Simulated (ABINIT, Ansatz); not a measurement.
**How the form of the self-energy moves the gap of K2H4Pt (I4/mmm)**

It takes space group I4/mmm (No. 139, tetragonal). The conventional cell has a = 5.749 Å, b = 5.749 Å, c = 7.722 Å, α = 90.00°, β = 90.00°, γ = 90.00°. Nearest to K lie 8 H at 2.83 Å. Nearest to H lie 1 Pt at 1.65 Å and 2 H at 2.33 Å and 4 K at 2.83 Å. Pt has 4 H at 1.65 Å nearest. Farther neighbours, and contacts between anions beyond the nearest, are not listed.

| Property | Result |
| --- | --- |
| method | RPA screening on PBEsol, plane waves, norm-conserving pseudopotentials (and 3 further levels or steps) |
| program | ABINIT 10.8.3 |
| settings | cutoff 38 Ha, PseudoDojo scalar-relativistic 0.4.1 standard, norm-conserving, ngkpt (2, 2, 2), nband 104, ecuteps 4.2 Ha, gwcalctyp 2, nfreqre 16, nfreqim 8, inclvkb 2, freqremax 40 eV, spmeth 1, nomegasf 120, shiftk (0, 0, 0), symchi 1, awtr 1, frequency cd, 2×2×2 k-mesh |
| cost | 8 runs, 4.8 min in all on 4 MPI ranks of Intel Xeon Platinum 8488C (Sapphire Rapids), shared host |
| notes | The program’s warnings: Min real frequency set to default [Ha] =. The cell and positions are those that the Materials Project relaxed with its own functionals (PBE, PBE+U or r2SCAN), kept fixed. Limits: no spin polarisation; d states lean on the start; no spin-orbit coupling. The 2×2×2 mesh is coarse for this cell, which bears on the long-range parts of exchange and screening. The runs have no spin polarisation. For a closed low-spin shell that is the natural state; where a d or f shell is open it is a constraint, and the gap is then not the crystal’s own. |
| G0W0, Godby-Needs plasmon pole | 4.164 eV |
| G0W0, Hybertsen-Louie plasmon pole | 4.218 eV |
| G0W0, von der Linden-Horsch plasmon pole | 4.203 eV |
| one-shot Hartree-Fock | 9.587 eV |
| G0W0, contour deformation | 4.104 eV |
| known limits | short of the basis limit; no spin polarisation; d states lean on the start; no spin-orbit coupling; coarse k mesh |

G0W0, Hybertsen-Louie plasmon pole: +0.054 eV against G0W0, Godby-Needs plasmon pole. G0W0, von der Linden-Horsch plasmon pole: +0.039 eV against G0W0, Godby-Needs plasmon pole.

[Paths, hosts, dates, memory and timing lines, banners, echoed tables and standing remarks are left out of the program output; an Ansatz launch command may be rebuilt from the run's recorded settings. Measured values are a selection of at most five: reports struck by readers or far from the other reports are left out. None is set beside runs whose start may be inverted or whose files or cutoffs have a known fault.]

[Runs of the session that timed out or met a known fault of the program may be left out.]

[Hosts, paths, dates, database ids (printed as entryN), source tags and the programs' standing remarks are cut or masked in the printed files.]

[G0W0 gaps are taken among the corrected bands and points alone; a level outside them can change the order at an edge.]

[Where Ansatz stands beside ABINIT at settings called matched, ABINIT's density can come from a denser mesh and the files from another edition; pairs whose starting gaps differed by over 0.03 eV were left out, so agreement reads better than it is.]
